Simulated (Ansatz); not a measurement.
# H on Nb(110): change of the work function, part 2 of 4

Aim: the work function of Nb(110) at several coverages of H (hollow site), and the dipole that each adsorbate carries.

Ansatz 0.2.0; plane-wave DFT, PBE, Ansatz PAW.

So far, work function, upper face (eV): step 2 (the clean slab) 4.49.

## Step 3: Adsorbate added, k-mesh 4×4×1, coverage 0.111 ML

System of this step: Nb36H (H/Nb(110)). The cell holds 37 atoms: 36 Nb and 1 H. Cell: a = 8.574 Å, b = 8.574 Å, c = 26.178 Å, α = 90.0°, β = 90.0°, γ = 70.5°. Vacuum lies along c.

The clean slab as it ended is repeated in the plane and the adsorbate is set on one face; the cell's size fixes the coverage, and the k-mesh shrinks with it to keep the sampling density about even. Adsorbate and upper layers relax, since the dipole depends on the height.

The input, input.yaml:

```yaml
crystal:
  lattice:
    - [7.0003571337, -4.95, 0.0]
    - [7.0003571337, 4.95, 0.0]
    - [0.0, 0.0, 26.1780093362]
  atoms:
    - { symbol: Nb, position: [0.0, 0.0, 0.3438000149] }
    - { symbol: Nb, position: [0.1666666667, 0.1666666667, 0.4329378996] }
    - { symbol: Nb, position: [0.0, 0.0, 0.5231902554] }
    - { symbol: Nb, position: [0.1666666667, 0.1666666667, 0.60916115] }
    - { symbol: Nb, position: [0.0, 0.3333333333, 0.3438000149] }
    - { symbol: Nb, position: [0.1666666667, 0.5, 0.4329378996] }
    - { symbol: Nb, position: [0.0, 0.3333333333, 0.5231902554] }
    - { symbol: Nb, position: [0.1666666667, 0.5, 0.60916115] }
    - { symbol: Nb, position: [0.0, 0.6666666667, 0.3438000149] }
    - { symbol: Nb, position: [0.1666666667, 0.8333333333, 0.4329378996] }
    - { symbol: Nb, position: [0.0, 0.6666666667, 0.5231902554] }
    - { symbol: Nb, position: [0.1666666667, 0.8333333333, 0.60916115] }
    - { symbol: Nb, position: [0.3333333333, 0.0, 0.3438000149] }
    - { symbol: Nb, position: [0.5, 0.1666666667, 0.4329378996] }
    - { symbol: Nb, position: [0.3333333333, 0.0, 0.5231902554] }
    - { symbol: Nb, position: [0.5, 0.1666666667, 0.60916115] }
    - { symbol: Nb, position: [0.3333333333, 0.3333333333, 0.3438000149] }
    - { symbol: Nb, position: [0.5, 0.5, 0.4329378996] }
    - { symbol: Nb, position: [0.3333333333, 0.3333333333, 0.5231902554] }
    - { symbol: Nb, position: [0.5, 0.5, 0.60916115] }
    - { symbol: Nb, position: [0.3333333333, 0.6666666667, 0.3438000149] }
    - { symbol: Nb, position: [0.5, 0.8333333333, 0.4329378996] }
    - { symbol: Nb, position: [0.3333333333, 0.6666666667, 0.5231902554] }
    - { symbol: Nb, position: [0.5, 0.8333333333, 0.60916115] }
    - { symbol: Nb, position: [0.6666666667, 0.0, 0.3438000149] }
    - { symbol: Nb, position: [0.8333333333, 0.1666666667, 0.4329378996] }
    - { symbol: Nb, position: [0.6666666667, 0.0, 0.5231902554] }
    - { symbol: Nb, position: [0.8333333333, 0.1666666667, 0.60916115] }
    - { symbol: Nb, position: [0.6666666667, 0.3333333333, 0.3438000149] }
    - { symbol: Nb, position: [0.8333333333, 0.5, 0.4329378996] }
    - { symbol: Nb, position: [0.6666666667, 0.3333333333, 0.5231902554] }
    - { symbol: Nb, position: [0.8333333333, 0.5, 0.60916115] }
    - { symbol: Nb, position: [0.6666666667, 0.6666666667, 0.3438000149] }
    - { symbol: Nb, position: [0.8333333333, 0.8333333333, 0.4329378996] }
    - { symbol: Nb, position: [0.6666666667, 0.6666666667, 0.5231902554] }
    - { symbol: Nb, position: [0.8333333333, 0.8333333333, 0.60916115] }
    - { symbol: H, position: [0.28, 0.28, 0.6561999851] }
kpoints:
  mp_grid: { grid: [4, 4, 1] }
hamiltonian:
  xc: pbe
scf:
  occupations: { method: fermi_dirac, width: 0.1 }
  convergence: { dr2_threshold: 1.0e-08 }
efield:
  axis: 3
  dipole_correction: true
  ramp_position: 0.97
  ramp_width: 0.06
relax:
  f_tol: 0.02
  max_steps: 60
  constraints:
    - { sites: [0, 1, 4, 5, 8, 9, 12, 13, 16, 17, 20, 21, 24, 25, 28, 29, 32, 33] }
output:
  write_potential: true
  write_density: true
  volumetric_format: npy
```

On the command line:

```
$ ansatz run input.yaml --threads 4 --pin off --max-ram 16384MiB --backend cpu --events-out ev --progress --plain --runs-dir out
```

What it wrote:

```text
[...]
Crystal: 37 atoms, lattice volume = 1814.229 Å³
Basis set: ecut = 420 eV, 35521 PW (Γ), exchange–correlation on 120×120×360 points (8 copies of the dense FFT grid, shifted against one another)
Bands: 282, of which v1, the nominal top of the filled ones, is band 235 counted from 1 (234 counted from 0)
Symmetry: 2 space group operations
[...]
k-points: 7 of 16 (time reversal used)
[...]
SCF iter   1: F=—  HF=-163882.655941 eV  |F-HF|=—  |Δ(HF+E_count)|=         —  Δρ=9.77e-3  dr2=3.02e1  ethr=1.77e-3  p=0.006 e·Å  D=5.87e-4 V/Å  ΔV_dip=-0.02 eV  dr2_dipole=6.17e-2  V_vac-E_F(+/−)=4.84/4.86 eV  ⟨swp⟩=11.6  Hψ=9730  notcnv=0
[...]
SCF iter   9: F=-163881.681831 eV  HF=-163881.681831 eV  |F-HF|=1.69e-8  |Δ(HF+E_count)|=   1.19e-7  Δρ=4.77e-7  dr2=7.13e-9  ethr=2.13e-12  p=0.015 e·Å  D=1.50e-3 V/Å  ΔV_dip=-0.04 eV  dr2_dipole=4.82e-11  V_vac-E_F(+/−)=4.49/4.53 eV  ⟨swp⟩=10.6  Hψ=14129  notcnv=0
SCF 1 converged in 9 iterations: F = -163881.681831 eV  dr2 = 7.13e-9
[...]
relax step   1: F+E_penalty+E_count = -163881.68183097 eV  Δ(F+E_penalty+E_count) = +0.000e0 eV  max|allowed force component| = 4.762e-1 eV/Å  Δτ_max = 0.0000 Å  (9 SCF iters, accepted)
[...]
SCF iter   9: F=-163881.709347 eV  HF=-163881.709347 eV  |F-HF|=1.96e-8  |Δ(HF+E_count)|=   8.30e-8  Δρ=3.98e-7  dr2=4.27e-9  ethr=2.13e-12  p=0.022 e·Å  D=2.15e-3 V/Å  ΔV_dip=-0.06 eV  dr2_dipole=9.53e-12  V_vac-E_F(+/−)=4.47/4.53 eV  ⟨swp⟩=8.7  Hψ=15116  notcnv=0
SCF 2 converged in 9 iterations: F = -163881.709347 eV  dr2 = 4.27e-9
relax step   2: F+E_penalty+E_count = -163881.70934661 eV  Δ(F+E_penalty+E_count) = -2.752e-2 eV  max|allowed force component| = 6.227e-1 eV/Å  Δτ_max = 0.1949 Å  (9 SCF iters, accepted)
SCF iter   1: F=—  HF=-163881.796143 eV  |F-HF|=—  |Δ(HF+E_count)|=         —  Δρ=2.49e-3  dr2=2.25e-1  ethr=2.82e-4  p=0.022 e·Å  D=2.15e-3 V/Å  ΔV_dip=-0.06 eV  dr2_dipole=5.18e-3  V_vac-E_F(+/−)=4.48/4.53 eV  ⟨swp⟩=5.0  Hψ=4111  notcnv=0
[...]
SCF iter   9: F=-163881.774165 eV  HF=-163881.774165 eV  |F-HF|=1.31e-8  |Δ(HF+E_count)|=   3.62e-8  Δρ=3.61e-7  dr2=4.25e-9  ethr=2.13e-12  p=0.021 e·Å  D=2.09e-3 V/Å  ΔV_dip=-0.05 eV  dr2_dipole=3.95e-10  V_vac-E_F(+/−)=4.47/4.53 eV  ⟨swp⟩=10.6  Hψ=14049  notcnv=0
SCF 3 converged in 9 iterations: F = -163881.774165 eV  dr2 = 4.25e-9
relax step   3: F+E_penalty+E_count = -163881.77416510 eV  Δ(F+E_penalty+E_count) = -6.482e-2 eV  max|allowed force component| = 8.624e-2 eV/Å  Δτ_max = 0.0958 Å  (9 SCF iters, accepted)
[...]
relax step   4: F+E_penalty+E_count = -163881.77891386 eV  Δ(F+E_penalty+E_count) = -4.749e-3 eV  max|allowed force component| = 4.111e-2 eV/Å  Δτ_max = 0.0446 Å  (7 SCF iters, accepted)
SCF iter   1: F=—  HF=-163881.780954 eV  |F-HF|=—  |Δ(HF+E_count)|=         —  Δρ=2.49e-4  dr2=3.03e-3  ethr=1.82e-6  p=0.020 e·Å  D=1.96e-3 V/Å  ΔV_dip=-0.05 eV  dr2_dipole=4.11e-5  V_vac-E_F(+/−)=4.48/4.53 eV  ⟨swp⟩=2.0  Hψ=3141  notcnv=0
[...]
SCF iter   7: F=-163881.779774 eV  HF=-163881.779774 eV  |F-HF|=6.98e-9  |Δ(HF+E_count)|=   2.58e-8  Δρ=2.23e-7  dr2=1.83e-9  ethr=2.13e-12  p=0.019 e·Å  D=1.93e-3 V/Å  ΔV_dip=-0.05 eV  dr2_dipole=1.03e-11  V_vac-E_F(+/−)=4.48/4.53 eV  ⟨swp⟩=10.1  Hψ=13682  notcnv=0
SCF 5 converged in 7 iterations: F = -163881.779774 eV  dr2 = 1.83e-9
relax step   5: F+E_penalty+E_count = -163881.77977374 eV  Δ(F+E_penalty+E_count) = -8.599e-4 eV  max|allowed force component| = 1.932e-2 eV/Å  Δτ_max = 0.0072 Å  (7 SCF iters, accepted)
NSCF: frozen V_eff on 7 k-points
the band table was solved once a step of the walk had ended and its energy, with any forces and stress, was formed, with the checks that follow a solve (7321 applications of the Hamiltonian). They found nothing against the state; the energy, forces and stress were not computed again (output.eigenvalues in the input reference)
SCF converged after 7 iterations
Free energy (F): -163881.779774 eV
[...]
Internal energy: -163880.218434 eV  (E = F + TS)
E sigma→0 (E₀):  -163880.999104 eV
Entropy (-TS):   -1.561340 eV (-42.198 meV/atom)
Fermi energy:    3.636854 eV
Dipole field:    D = 0.001928 V/Å  (p = 0.019328 e·Å, saw-weighted, corrected)
Work function:   Φ+ = 4.4779 eV   Φ− = 4.5283 eV
[...]
--- Forces (eV/Å), atoms counted from 1 ---
  atom   1  Nb     0.01276120     0.00000000     0.32440085
  atom   2  Nb    -0.00316741     0.00000000    -0.30871312
  atom   3  Nb    -0.00085438     0.00000000    -0.00959864
  atom   4  Nb    -0.00818245     0.00000000     0.00357124
  atom   5  Nb    -0.00253752     0.01344632     0.34580370
  atom   6  Nb     0.00333018    -0.04595198    -0.31682867
  atom   7  Nb     0.00090045     0.00055819     0.00481389
  atom   8  Nb    -0.00127935     0.00828113    -0.01087847
  atom   9  Nb     0.00019651     0.00702072     0.32030227
  atom  10  Nb    -0.00019795    -0.03767407    -0.35975739
  atom  11  Nb     0.00088331    -0.00563719    -0.00371767
  atom  12  Nb    -0.01810863     0.00487474     0.00458498
  atom  13  Nb    -0.00253752    -0.01344632     0.34580370
  atom  14  Nb     0.00333018     0.04595198    -0.31682867
  atom  15  Nb     0.00090045    -0.00055819     0.00481389
  atom  16  Nb    -0.00127935    -0.00828113    -0.01087847
  atom  17  Nb     0.01199750     0.00000000     0.35855841
  atom  18  Nb    -0.01251863     0.00000000    -0.30004386
  atom  19  Nb    -0.00015026     0.00000000     0.00355900
  atom  20  Nb     0.01932291     0.00000000    -0.00111135
  atom  21  Nb     0.00185486     0.01799478     0.34942406
  atom  22  Nb    -0.00452568     0.04850216    -0.34193903
  atom  23  Nb    -0.00213261    -0.00034749     0.00491292
  atom  24  Nb     0.01069802    -0.00380655     0.00134735
  atom  25  Nb     0.00019651    -0.00702072     0.32030227
  atom  26  Nb    -0.00019795     0.03767407    -0.35975739
  atom  27  Nb     0.00088331     0.00563719    -0.00371767
  atom  28  Nb    -0.01810863    -0.00487474     0.00458498
  atom  29  Nb     0.00185486    -0.01799478     0.34942406
  atom  30  Nb    -0.00452568    -0.04850216    -0.34193903
  atom  31  Nb    -0.00213261     0.00034749     0.00491292
  atom  32  Nb     0.01069802     0.00380655     0.00134735
  atom  33  Nb    -0.00574243     0.00000000     0.32784751
  atom  34  Nb    -0.00143024     0.00000000    -0.39279952
  atom  35  Nb     0.00100097     0.00000000    -0.00681467
  atom  36  Nb     0.00995908     0.00000000     0.01018295
  atom  37  H     -0.00115701     0.00000000    -0.00516454
  max |Σ_I F_I| component: 1.01e-5 eV/Å
--- Band table (eV; the first three rows and the last of 7) ---
  k-point 0: bands = [... 231 lower, 3.8063, 3.8319, 3.8335, 3.9228, 3.9379, 3.9400, 3.9553, 3.9596, ... 43 higher]
  k-point 1: bands = [... 231 lower, 3.6030, 3.6312, 3.6530, 3.6940, 3.7109, 3.7780, 3.8094, 3.8744, ... 43 higher]
  k-point 2: bands = [... 231 lower, 3.4530, 3.4644, 3.4950, 3.5733, 3.6223, 3.6805, 3.7689, 3.8098, ... 43 higher]
  k-point 6: bands = [... 231 lower, 3.4135, 3.4747, 3.4985, 3.5183, 3.5279, 3.6067, 3.6138, 3.6177, ... 43 higher]
--- Relaxed structure (5 steps of the walk, 5 accepted, 0 SCFs on fresh bases) ---
  F+E_penalty+E_count = -163881.77977374 eV   max|allowed force component| = 1.932e-2 eV/Å
  atoms:
    - { symbol: Nb, position: [0.0, 0.0, 0.3438000149] }
    - { symbol: Nb, position: [0.166667, 0.166667, 0.432938] }
    - { symbol: Nb, position: [-0.000831606, -0.000831606, 0.522621] }
    - { symbol: Nb, position: [0.163411, 0.163411, 0.609078] }
    - { symbol: Nb, position: [2.775558e-17, 0.333333, 0.3438000149] }
    - { symbol: Nb, position: [0.166667, 0.5, 0.432938] }
    - { symbol: Nb, position: [-4.417094e-5, 0.332986, 0.523241] }
    - { symbol: Nb, position: [0.169346, 0.499417, 0.610392] }
    - { symbol: Nb, position: [5.551115e-17, 0.666667, 0.3438000149] }
    - { symbol: Nb, position: [0.166667, 0.833333, 0.432938] }
    - { symbol: Nb, position: [7.378627e-5, 0.666950, 0.522460] }
    - { symbol: Nb, position: [0.164170, 0.831145, 0.609380] }
    - { symbol: Nb, position: [0.333333, 2.775558e-17, 0.3438000149] }
    - { symbol: Nb, position: [0.5, 0.166667, 0.432938] }
    - { symbol: Nb, position: [0.332986, -4.417094e-5, 0.523241] }
    - { symbol: Nb, position: [0.499417, 0.169346, 0.610392] }
    - { symbol: Nb, position: [0.333333, 0.333333, 0.3438000149] }
    - { symbol: Nb, position: [0.5, 0.5, 0.432938] }
    - { symbol: Nb, position: [0.333759, 0.333759, 0.523868] }
    - { symbol: Nb, position: [0.505541, 0.505541, 0.608890] }
    - { symbol: Nb, position: [0.333333, 0.6666666667, 0.3438000149] }
    - { symbol: Nb, position: [0.5, 0.833333, 0.432938] }
    - { symbol: Nb, position: [0.333257, 0.666941, 0.523466] }
    - { symbol: Nb, position: [0.500372, 0.835387, 0.608895] }
    - { symbol: Nb, position: [0.666667, 5.551115e-17, 0.3438000149] }
    - { symbol: Nb, position: [0.833333, 0.166667, 0.432938] }
    - { symbol: Nb, position: [0.666950, 7.378627e-5, 0.522460] }
    - { symbol: Nb, position: [0.831145, 0.164170, 0.609380] }
    - { symbol: Nb, position: [0.6666666667, 0.333333, 0.3438000149] }
    - { symbol: Nb, position: [0.833333, 0.5, 0.432938] }
    - { symbol: Nb, position: [0.666941, 0.333257, 0.523466] }
    - { symbol: Nb, position: [0.835387, 0.500372, 0.608895] }
    - { symbol: Nb, position: [0.666667, 0.666667, 0.3438000149] }
    - { symbol: Nb, position: [0.8333333333, 0.8333333333, 0.432938] }
    - { symbol: Nb, position: [0.667270, 0.667270, 0.522851] }
    - { symbol: Nb, position: [0.833687, 0.833687, 0.608586] }
    - { symbol: H, position: [0.286389, 0.286389, 0.650407] }
```

Wall time 14 min (4 threads of Arm Neoverse V1, shared host); peak memory 9.1 GiB.

Relaxation path:

| step | energy less that of the first step (eV) | largest force component (eV/Å) |
| --- | --- | --- |
| 1 | 0.0000 | 0.4762 |
| 2 | -0.0275 | 0.6227 |
| 3 | -0.0923 | 0.0862 |
| 4 | -0.0971 | 0.0411 |
| 5 | -0.0979 | 0.0193 |

Forces are held to the 2 operations that the program found; a distortion that breaks them can't arise in this run.

The atoms that moved most (Å):

| atom | dx | dy | dz | length |
| --- | --- | --- | --- | --- |
| H37 | 0.089 | 0.000 | -0.152 | 0.176 |
| Nb20 | 0.078 | 0.000 | -0.007 | 0.078 |
| Nb4 | -0.046 | 0.000 | -0.002 | 0.046 |
| Nb8 | 0.015 | -0.016 | 0.032 | 0.039 |
| Nb16 | 0.015 | 0.016 | 0.032 | 0.039 |
| Nb28 | -0.033 | -0.002 | 0.006 | 0.033 |
| Nb12 | -0.033 | 0.002 | 0.006 | 0.033 |
| Nb32 | 0.017 | -0.008 | -0.007 | 0.020 |

The relaxed structure:

```xyz
37
Lattice="7.0004 -4.9500 0.0000 7.0004 4.9500 0.0000 0.0000 0.0000 26.1780" Properties=species:S:1:pos:R:3
Nb    0.0000    0.0000    9.0000
Nb    2.3335    0.0000   11.3335
Nb   -0.0116    0.0000   13.6812
Nb    2.2879    0.0000   15.9444
Nb    2.3335    1.6500    9.0000
Nb    4.6669    1.6500   11.3335
Nb    2.3307    1.6485   13.6974
Nb    4.6816    1.6339   15.9788
Nb    4.6669    3.3000    9.0000
Nb    7.0004    3.3000   11.3335
Nb    4.6694    3.3010   13.6770
Nb    6.9676    3.3015   15.9524
Nb    2.3335   -1.6500    9.0000
Nb    4.6669   -1.6500   11.3335
Nb    2.3307   -1.6485   13.6974
Nb    4.6816   -1.6339   15.9788
Nb    4.6669    0.0000    9.0000
Nb    7.0004    0.0000   11.3335
Nb    4.6729    0.0000   13.7138
Nb    7.0779    0.0000   15.9395
Nb    7.0004    1.6500    9.0000
Nb    9.3338    1.6500   11.3335
Nb    7.0017    1.6517   13.7033
Nb    9.3508    1.6583   15.9397
Nb    4.6669   -3.3000    9.0000
Nb    7.0004   -3.3000   11.3335
Nb    4.6694   -3.3010   13.6770
Nb    6.9676   -3.3015   15.9524
Nb    7.0004   -1.6500    9.0000
Nb    9.3338   -1.6500   11.3335
Nb    7.0017   -1.6517   13.7033
Nb    9.3508   -1.6583   15.9397
Nb    9.3338    0.0000    9.0000
Nb   11.6673    0.0000   11.3335
Nb    9.3423    0.0000   13.6872
Nb   11.6722    0.0000   15.9316
H     4.0096    0.0000   17.0264
```

Numbers from this step:

- energy at zero smearing: -163880.9991 eV
- work function, upper face: 4.478 eV
- work function, lower face: 4.528 eV
- dipole along the normal: 0.01933 e·Å
- step between the vacuum levels: -0.05046 eV

Running mean over 2.333 Å of the planar mean; the ramp of the sawtooth is left out. Table of electron's electrostatic potential energy less the Fermi level by z:

| z (Å) | electron's electrostatic potential energy less the Fermi level (eV) |
| --- | --- |
| 3.5 | 4.53 |
| 4.0 | 4.53 |
| 4.5 | 4.52 |
| 5.0 | 4.51 |
| 5.5 | 4.47 |
| 6.0 | 4.34 |
| 6.5 | 3.95 |
| 7.0 | 2.79 |
| 7.5 | -0.550 |
| 8.0 | -5.89 |
| 8.5 | -9.86 |
| 9.0 | -11.0 |
| 9.5 | -11.1 |
| 10.0 | -11.0 |
| 10.5 | -10.9 |
| 11.0 | -10.9 |
| 11.5 | -10.9 |
| 12.0 | -10.8 |
| 12.5 | -10.7 |
| 13.0 | -10.8 |
| 13.5 | -10.9 |
| 14.0 | -11.1 |
| 14.5 | -11.6 |
| 15.0 | -11.7 |
| 15.5 | -11.4 |
| 16.0 | -11.2 |
| 16.5 | -9.72 |
| 17.0 | -5.47 |
| 17.5 | -0.218 |
| 18.0 | 2.86 |
| 18.5 | 3.95 |
| 19.0 | 4.31 |
| 19.5 | 4.43 |
| 20.0 | 4.46 |
| 20.5 | 4.47 |
| 21.0 | 4.48 |
| 21.5 | 4.48 |
| 22.0 | 4.48 |
| 22.5 | 4.48 |
| 23.0 | 4.48 |

The relaxation took 5 steps and lowered the energy by 0.098 eV; the largest force on the free atoms ends at 0.019 eV/Å.

The covered face has 4.48 eV, -0.01 eV against the clean one; the bare back face has moved by -0.00 eV, a measure of how thin the slab is.

[end of part 2 of 4]

[Long decimals in the printed logs are rounded to 6 places.]

[Logs are printed without paths, hosts, clocks, repeated set-up lines and the standing remarks that a program may print on its own settings, such as how far it seeks lower states.]

[Hosts, paths, dates, database ids (printed as entryN), source tags and the programs' standing remarks are cut or masked in the printed files.]

[Maps of the electrostatic potential energy from Ansatz leave out the sawtooth potential of an applied field or a dipole correction, so their vacuum need not be flat; planar profiles and work functions include it.]
